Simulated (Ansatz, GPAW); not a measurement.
# Dielectric function and optical constants of CdNi3P (model structure), part 2 of 3

Aim: the dielectric function of CdNi3P (model structure), and the optical constants that follow from it. The cell was made here by substitution or stacking, whether or not such a phase is known. It was built so: All N replaced by P in the Pm-3m structure of CdNi3N. The cell is first relaxed with Ansatz.

GPAW 26.7.0; DFT, revPBE, plane-wave PAW (GPAW data sets), scalar-relativistic, RPA, optical limit.

So far: Starting point; Relaxation.

## (3) Ground state

First the ground state: is it a metal or has it a gap?

This step: DFT, revPBE, plane-wave PAW (GPAW data sets), scalar-relativistic, ground state (GPAW 26.7.0).

gs.py

```python
from ase import Atoms
from ase.dft.bandgap import bandgap
from gpaw import GPAW, PW, FermiDirac

atoms = Atoms(['Cd', 'Ni', 'Ni', 'Ni', 'P'],
              cell=[[4.226090185000, 0.000000000000, 0.000000000000],
                    [0.000000000000, 4.226090185000, 0.000000000000],
                    [0.000000000000, 0.000000000000, 4.226090185000]],
              scaled_positions=[[1.000000000000, 1.000000000000, 0.000000000000],
                                [0.500000000000, 0.500000000000, 1.000000000000],
                                [0.500000000000, 0.000000000000, 0.500000000000],
                                [0.000000000000, 0.500000000000, 0.500000000000],
                                [0.500000000000, 0.500000000000, 0.500000000000]],
              pbc=[True, True, True])
atoms.set_initial_magnetic_moments([0.0, 1.0, 1.0, 1.0, 0.0])
atoms.calc = GPAW(mode=PW(450), xc='revPBE', kpts={'size': (5, 5, 5), 'gamma': True},
                  occupations=FermiDirac(0.05), maxiter=150, txt='gs.txt')
print('energy (eV)', atoms.get_potential_energy())
print('Fermi level (eV)', atoms.calc.get_fermi_level())
print('valence electrons', atoms.calc.get_number_of_electrons())
print('gap (eV)', bandgap(atoms.calc, output=None)[0])
print('direct gap (eV)', bandgap(atoms.calc, direct=True, output=None)[0])
print('moments', atoms.get_magnetic_moments().round(3).tolist())
atoms.calc.write('gs.gpw')
```

Launch:

```bash
$ OMP_NUM_THREADS=1 python gs.py
```

Numbers of over 12 decimals in the logs are rounded to 6 here.

Log:

```text
__  _  _
 | _ |_)|_||  |
 |__||  | ||/\| - 26.7.0

Versions:
  Python: 3.12.14
  ASE:    3.29.0
  Numpy:  2.5.5
  Scipy:  1.18.1
  Libxc:  7.0.0

Input parameters:
  mode=PW(ecut=450.000000),
  kpts=MonkhorstPack(size=(5, 5, 5), gamma=True),
  maxiter=150,
  occupations=Occupations(name='fermi-dirac', width=0.05, fixmagmom=False),
  xc=XC(name='revPBE')

Diagonalizing LCAO Hamiltonian
Converting LCAO to pw mode
    .---------.
   /|         |
  / |         |
 *  |         |
 |Ni|  P      |
 |  .---------.
 | /  Ni     /
 |/    Ni   /
 Cd--------*

Atoms  # Å, Bohr magnetons
|   | symbol |        x |        y |        z |    initial magnetic moments |
| 0 |     Cd | 4.226090 | 4.226090 | 0.000000 | ( 0.0000,  0.0000,  0.0000) |
| 1 |     Ni | 2.113045 | 2.113045 | 4.226090 | ( 0.0000,  0.0000,  1.0000) |
| 2 |     Ni | 2.113045 | 0.000000 | 2.113045 | ( 0.0000,  0.0000,  1.0000) |
| 3 |     Ni | 0.000000 | 2.113045 | 2.113045 | ( 0.0000,  0.0000,  1.0000) |
| 4 |      P | 2.113045 | 2.113045 | 2.113045 | ( 0.0000,  0.0000,  0.0000) |

Unit cell  # Å
| periodic |        x |        y |        z |  lengths |    angles |
|      yes | 4.226090 | 0.000000 | 0.000000 | 4.226090 | 90.000000 |
|      yes | 0.000000 | 4.226090 | 0.000000 | 4.226090 | 90.000000 |
|      yes | 0.000000 | 0.000000 | 4.226090 | 4.226090 | 90.000000 |

Number of symmetries: 48
Symmetry operations  # r_c * U_cc + t_c -> r_c
|    | kind |            matrix            |
|  0 |  E   |  1, 0, 0,  0, 1, 0,  0, 0, 1 |
|  1 |  σ   |  1, 0, 0,  0, 1, 0,  0, 0,-1 |
|  2 |  σ   |  1, 0, 0,  0, 0, 1,  0, 1, 0 |
|  3 |  C4  |  1, 0, 0,  0, 0, 1,  0,-1, 0 |
|  4 |  C4  |  1, 0, 0,  0, 0,-1,  0, 1, 0 |
|  5 |  σ   |  1, 0, 0,  0, 0,-1,  0,-1, 0 |
|  6 |  σ   |  1, 0, 0,  0,-1, 0,  0, 0, 1 |
|  7 |  C2  |  1, 0, 0,  0,-1, 0,  0, 0,-1 |
|  8 |  σ   |  0, 1, 0,  1, 0, 0,  0, 0, 1 |
|  9 |  C2  |  0, 1, 0,  1, 0, 0,  0, 0,-1 |
| 10 |  C3  |  0, 1, 0,  0, 0, 1,  1, 0, 0 |
| 11 |  S6  |  0, 1, 0,  0, 0, 1, -1, 0, 0 |
| 12 |  S6  |  0, 1, 0,  0, 0,-1,  1, 0, 0 |
| 13 |  C3  |  0, 1, 0,  0, 0,-1, -1, 0, 0 |
| 14 |  C4  |  0, 1, 0, -1, 0, 0,  0, 0, 1 |
| 15 |  S4  |  0, 1, 0, -1, 0, 0,  0, 0,-1 |
| 16 |  C3  |  0, 0, 1,  1, 0, 0,  0, 1, 0 |
| 17 |  S6  |  0, 0, 1,  1, 0, 0,  0,-1, 0 |
| 18 |  σ   |  0, 0, 1,  0, 1, 0,  1, 0, 0 |
| 19 |  C4  |  0, 0, 1,  0, 1, 0, -1, 0, 0 |
| 20 |  C2  |  0, 0, 1,  0,-1, 0,  1, 0, 0 |
| 21 |  S4  |  0, 0, 1,  0,-1, 0, -1, 0, 0 |
| 22 |  S6  |  0, 0, 1, -1, 0, 0,  0, 1, 0 |
| 23 |  C3  |  0, 0, 1, -1, 0, 0,  0,-1, 0 |
| 24 |  S6  |  0, 0,-1,  1, 0, 0,  0, 1, 0 |
| 25 |  C3  |  0, 0,-1,  1, 0, 0,  0,-1, 0 |
| 26 |  C4  |  0, 0,-1,  0, 1, 0,  1, 0, 0 |
| 27 |  σ   |  0, 0,-1,  0, 1, 0, -1, 0, 0 |
| 28 |  S4  |  0, 0,-1,  0,-1, 0,  1, 0, 0 |
| 29 |  C2  |  0, 0,-1,  0,-1, 0, -1, 0, 0 |
| 30 |  C3  |  0, 0,-1, -1, 0, 0,  0, 1, 0 |
| 31 |  S6  |  0, 0,-1, -1, 0, 0,  0,-1, 0 |
| 32 |  C4  |  0,-1, 0,  1, 0, 0,  0, 0, 1 |
| 33 |  S4  |  0,-1, 0,  1, 0, 0,  0, 0,-1 |
| 34 |  S6  |  0,-1, 0,  0, 0, 1,  1, 0, 0 |
| 35 |  C3  |  0,-1, 0,  0, 0, 1, -1, 0, 0 |
| 36 |  C3  |  0,-1, 0,  0, 0,-1,  1, 0, 0 |
| 37 |  S6  |  0,-1, 0,  0, 0,-1, -1, 0, 0 |
| 38 |  σ   |  0,-1, 0, -1, 0, 0,  0, 0, 1 |
| 39 |  C2  |  0,-1, 0, -1, 0, 0,  0, 0,-1 |
| 40 |  σ   | -1, 0, 0,  0, 1, 0,  0, 0, 1 |
| 41 |  C2  | -1, 0, 0,  0, 1, 0,  0, 0,-1 |
| 42 |  C2  | -1, 0, 0,  0, 0, 1,  0, 1, 0 |
| 43 |  S4  | -1, 0, 0,  0, 0, 1,  0,-1, 0 |
| 44 |  S4  | -1, 0, 0,  0, 0,-1,  0, 1, 0 |
| 45 |  C2  | -1, 0, 0,  0, 0,-1,  0,-1, 0 |
| 46 |  C2  | -1, 0, 0,  0,-1, 0,  0, 0, 1 |
| 47 |  i   | -1, 0, 0,  0,-1, 0,  0, 0,-1 |

BZ-sampling:
  Number of BZ points: 125
  Number of IBZ points: 10

  Monkhorst-Pack size: [5, 5, 5]
  Monkhorst-Pack shift: [0, 0, 0]

K-points  # in reciprocal-cell coordinates
|   |                                coordinates |     weight |
| 0 | (  0.00000000,   0.00000000,   0.00000000) | 0.00800000 |
| 1 | (  0.20000000,   0.00000000,   0.00000000) | 0.04800000 |
| 2 | (  0.20000000,   0.20000000,   0.00000000) | 0.09600000 |
| 3 | (  0.20000000,   0.20000000,   0.20000000) | 0.06400000 |
| 4 | (  0.40000000,   0.00000000,   0.00000000) | 0.04800000 |
| 5 | (  0.40000000,   0.20000000,   0.00000000) | 0.19200000 |
| 6 | (  0.40000000,   0.20000000,   0.20000000) | 0.19200000 |
| 7 | (  0.40000000,   0.40000000,   0.00000000) | 0.09600000 |
| 8 | (  0.40000000,   0.40000000,   0.20000000) | 0.19200000 |
| 9 | (  0.40000000,   0.40000000,   0.40000000) | 0.06400000 |

Plane wave coefficients: 1647
Cutoff: 450.000000 eV

Spin-components: 2 (collinear spins)
Bands:           45
Projectors:      29
Spin-degeneracy: 1
Datatype:        complex128

Parallelization:
  kpt:    1
  domain: 1
  band:   1

Density:
  Valence electrons: 65.0
  Components: 2
  Grid points: [21 21 21]
  Charge: 0.0  # |e|

Potential:
  Grid points: [21 21 21]

species:
  Cd:
    name:    Cadmium
    id:
    Z:       48.0
    valence: 12
    core:    36
    charge:  0.0  # [|e|]
    compensation charges:
      type: gauss
      rc: 0.38  # [Å]
      lmax: 2
    cutoffs:
      filter: 2.12  # [Å]
      core: 2.62  # [Å]
    projectors
    | kind |    occ | energy [eV] | rcut [Å] |
    |   5s |  2.000 |      -5.557 |    1.191 |
    |   5p |  0.000 |      -1.140 |    1.228 |
    |   4d | 10.000 |     -11.696 |    1.164 |
    |    s |        |      21.654 |    1.191 |
    |    p |        |      26.071 |    1.228 |
    |    d |        |      15.516 |    1.164 |

    Using partial waves for Cd as LCAO basis

  Ni:
    name:    Nickel
    id:
    Z:       28.0
    valence: 16
    core:    12
    charge:  0.0  # [|e|]
    compensation charges:
      type: gauss
      rc: 0.36  # [Å]
      lmax: 2
    cutoffs:
      filter: 2.14  # [Å]
      core: 1.98  # [Å]
    projectors
    | kind |    occ | energy [eV] | rcut [Å] |
    |   4s |  2.000 |      -5.570 |    1.164 |
    |   3p |  6.000 |     -71.384 |    1.207 |
    |   4p |  0.000 |      -1.198 |    1.207 |
    |   3d |  8.000 |      -8.815 |    1.138 |
    |    s |        |      21.642 |    1.164 |
    |    d |        |      18.396 |    1.138 |

    Using partial waves for Ni as LCAO basis

  P:
    name:    Phosphorus
    id:
    Z:       15.0
    valence: 5
    core:    10
    charge:  0.0  # [|e|]
    compensation charges:
      type: gauss
      rc: 0.30  # [Å]
      lmax: 2
    cutoffs:
      filter: 1.69  # [Å]
      core: 1.81  # [Å]
    projectors
    | kind |    occ | energy [eV] | rcut [Å] |
    |   3s |  2.000 |     -13.940 |    0.953 |
    |   3p |  3.000 |      -5.481 |    0.953 |
    |    s |        |      13.271 |    0.953 |
    |    p |        |      21.731 |    0.953 |
    |    d |        |       0.000 |    0.953 |

    Using partial waves for P as LCAO basis

Reference energy: -285600.779340  # eV

eigensolver:
  PPCG
  Converge bands: occupied
  niter=2

density mixing:
  MSR1-Mixer
  Pratt-step length: 0.05
  Maximum mixing coefficient: 0.75
  Old densities: 10
  SVD Regularization: 0.005
  Good broyden scale: 1.0
  Trust region scale: 1.0
  Backstep threshold: 4.0
  History deletion threshold: 6.0
  Fourier metric: weight=20.0, sigma=0.015

occupation numbers:
  Fermi-Dirac:
    width: 0.0500  # eV

poisson solver:
  ecut: 3600.000000  # eV

xc functional:
  name: revPBE with 2 nearest neighbor stencil

convergence criteria:
- Maximum [total energy] change in last 3 cyles: 0.0005 eV / valence electron
- Maximum integral of absolute [dens]ity change: 0.0001 electrons / valence electron
- Maximum integral of absolute [eigenst]ate change: 4e-08 eV^2 / valence electron
maximum number of iterations: 150

SCF iterations
|iter     |      energy | eigst |  dens |  magmom |
|iter:   1||  -29.391698 | +0.51 |       |  +3.0025|
|iter:   2||  -27.914412 | -1.05 | -0.95 |  +2.8829|
|iter:   3||  -26.326635 | -1.34 | -1.05 |  +2.3055|
|iter:   4||  -26.378508 | -2.10 | -1.40 |  +1.7667|
|iter:   5||  -26.524482 | -2.30 | -1.58 |  +0.8852|
|iter:   6||  -26.559348 | -3.09 | -1.97 |  +0.2787|
|iter:   7||  -26.561419 | -3.78 | -2.28 |  +0.1741|
|iter:   8||  -26.562305c| -4.24 | -2.62 |  +0.0578|
|iter:   9||  -26.562167c| -4.69 | -2.95 |  +0.0024|
|iter:  10||  -26.562196c| -5.79 | -3.39 |  +0.0053|
|iter:  11||  -26.562202c| -6.49 | -3.76 |  +0.0094|
|iter:  12||  -26.562203c| -6.84 | -4.09c|  +0.0045|
|iter:  13||  -26.562203c| -7.61c| -4.59c|  +0.0014|

Converged in 13 steps
SCF loop duration: 27.444 s (2.111 s/step)
Energy contributions relative to reference atoms: (reference = -285600.779340)

Energy contributions:
  Kinetic:          42.046224
  Coulomb:         -31.158175
  Zero:              0.409571
  External:          0.000000
  Xc:              -37.842034
  Entropy:          -0.035579
  Spinorbit:         0.000000
  ----------------------------
  Free energy:     -26.579992
  Extrapolated:    -26.562203

dipole moment: (-22.345624, -22.345624, -22.345624)  # |e|*Ang

Total magnetic moment: (0.000000, 0.000000, 0.001359)

Local magnetic moments
|        x |        y |        z |
| 0.000000 | 0.000000 | 0.000009 |  # Cd   0
| 0.000000 | 0.000000 | 0.000348 |  # Ni   1
| 0.000000 | 0.000000 | 0.000348 |  # Ni   2
| 0.000000 | 0.000000 | 0.000348 |  # Ni   3
| 0.000000 | 0.000000 | 0.000131 |  # P    4

Fermi level: 7.262
Eigenvalues  # (at kpt = [0.000, 0.000, 0.000])
| band index |      eig [eV] | occ [0-1] |      eig [eV] | occ [0-1] |
|          0 |       -56.681 |     1.000 |       -56.680 |     1.000 |
|        ... |               |           |               |           |
|         25 |         5.339 |     1.000 |         5.339 |     1.000 |
|         26 |         6.255 |     1.000 |         6.256 |     1.000 |
|         27 |         6.255 |     1.000 |         6.256 |     1.000 |
|         28 |         6.255 |     1.000 |         6.256 |     1.000 |
|         29 |         6.284 |     1.000 |         6.284 |     1.000 |
|         30 |         6.284 |     1.000 |         6.284 |     1.000 |
|         31 |         6.284 |     1.000 |         6.284 |     1.000 |
|         32 |         6.752 |     1.000 |         6.752 |     1.000 |
|         33 |         8.965 |     0.000 |         8.965 |     0.000 |
|         34 |        10.444 |     0.000 |        10.444 |     0.000 |
|         35 |        10.444 |     0.000 |        10.444 |     0.000 |
|         36 |        11.753 |     0.000 |        11.754 |     0.000 |
|         37 |        11.753 |     0.000 |        11.754 |     0.000 |
|         38 |        11.753 |     0.000 |        11.754 |     0.000 |
|         39 |        16.034 |     0.000 |        16.034 |     0.000 |
|         40 |        16.034 |     0.000 |        16.034 |     0.000 |
|        ... |               |           |               |           |
|         44 |        19.716 |     0.000 |        19.716 |     0.000 |

No gap
No difference between direct/indirect transitions

--- standard output ---
energy (eV) -26.562203
Fermi level (eV) 7.262234
valence electrons 65.0
gap (eV) 0.0
direct gap (eV) 0.0
moments [0.0, 0.0, 0.0, 0.0, 0.0]
```

The job ended after 31 s (1 thread of AMD EPYC 7R43, shared host; peak memory 0.18 GiB).

Numbers from this step:

| Item | Value |
| --- | --- |
| energy | -26.56 eV |
| Fermi energy | 7.262 eV |
| electrons | 65 |

There are states at the Fermi level within the smearing, so the occupations stay smeared and the carriers get a Drude term.

## (4) Bands for the response

The response needs many more empty bands than the density does.

This step: DFT, revPBE, plane-wave PAW (GPAW data sets), scalar-relativistic, bands at fixed density (GPAW 26.7.0).

nscf.py

```python
from ase.dft.bandgap import bandgap
from gpaw import GPAW, FermiDirac

calc = GPAW('gs.gpw').fixed_density(kpts={'size': (8, 8, 8), 'gamma': True}, nbands=66, convergence={'bands': 60},
                                    occupations=FermiDirac(0.05), txt='nscf.txt')
print('gap (eV)', bandgap(calc, output=None)[0])
print('direct gap (eV)', bandgap(calc, direct=True, output=None)[0])
print('top band over the Fermi level (eV)', min(calc.get_eigenvalues(kpt=k)[59] for k in range(len(calc.get_ibz_k_points()))) - calc.get_fermi_level())
calc.write('full.gpw', mode='all')
```

Launch:

```bash
$ OMP_NUM_THREADS=1 python nscf.py
```

Log:

```text
Diagonalizing LCAO Hamiltonian
Converting LCAO to pw mode
convergence criteria:
- Maximum integral of absolute [eigenst]ate change: 4e-08 eV^2 / valence electron
maximum number of iterations: 150

SCF iterations
|iter     |      energy | eigst |  dens |  magmom |
|iter:   1||             | +2.46 |       |  +0.0014|
|iter:   2||             | +1.61 |       |  +0.0014|
|iter:   3||             | +0.62 |       |  +0.0014|
|iter:   4||             | -0.22 |       |  +0.0014|
|iter:   5||             | -1.08 |       |  +0.0014|
|iter:   6||             | -1.86 |       |  +0.0014|
|iter:   7||             | -2.69 |       |  +0.0014|
|iter:   8||             | -3.49 |       |  +0.0014|
|iter:   9||             | -4.27 |       |  +0.0014|
|iter:  10||             | -5.03 |       |  +0.0014|
|iter:  11||             | -5.84 |       |  +0.0014|
|iter:  12||             | -6.64 |       |  +0.0014|
|iter:  13||             | -7.34 |       |  +0.0014|
|iter:  14||             | -7.72c|       |  +0.0014|
SCF steps: 14
  __  _  _
 | _ |_)|_||  |
 |__||  | ||/\| - 26.7.0

Versions:
  Python: 3.12.14
  ASE:    3.29.0
  Numpy:  2.5.5
  Scipy:  1.18.1
  Libxc:  7.0.0

Input parameters:
  mode=PW(ecut=450.000000),
  convergence={'bands': 60},
  gpts=array([21, 21, 21]),
  kpts=MonkhorstPack(size=(8, 8, 8), gamma=True),
  maxiter=150,
  nbands=66,
  occupations=Occupations(name='fermi-dirac', width=0.05, fixmagmom=False),
  parallel={},
  xc=XC(name='revPBE')

--- standard output ---
gap (eV) 0.0
direct gap (eV) 0.0
top band over the Fermi level (eV) 20.293023
```

The job ended after 2.1 min (1 thread; peak memory 0.31 GiB).

(Part 2 of 3 ends here.)

[Machine, clock and banner lines and Python warnings are left out of the logs.]

[Logs are printed without paths, hosts, clocks, repeated set-up lines and the standing remarks that a program may print on its own settings, such as how far it seeks lower states.]

[Hosts, paths, dates, database ids (printed as entryN), source tags and the programs' standing remarks are cut or masked in the printed files.]
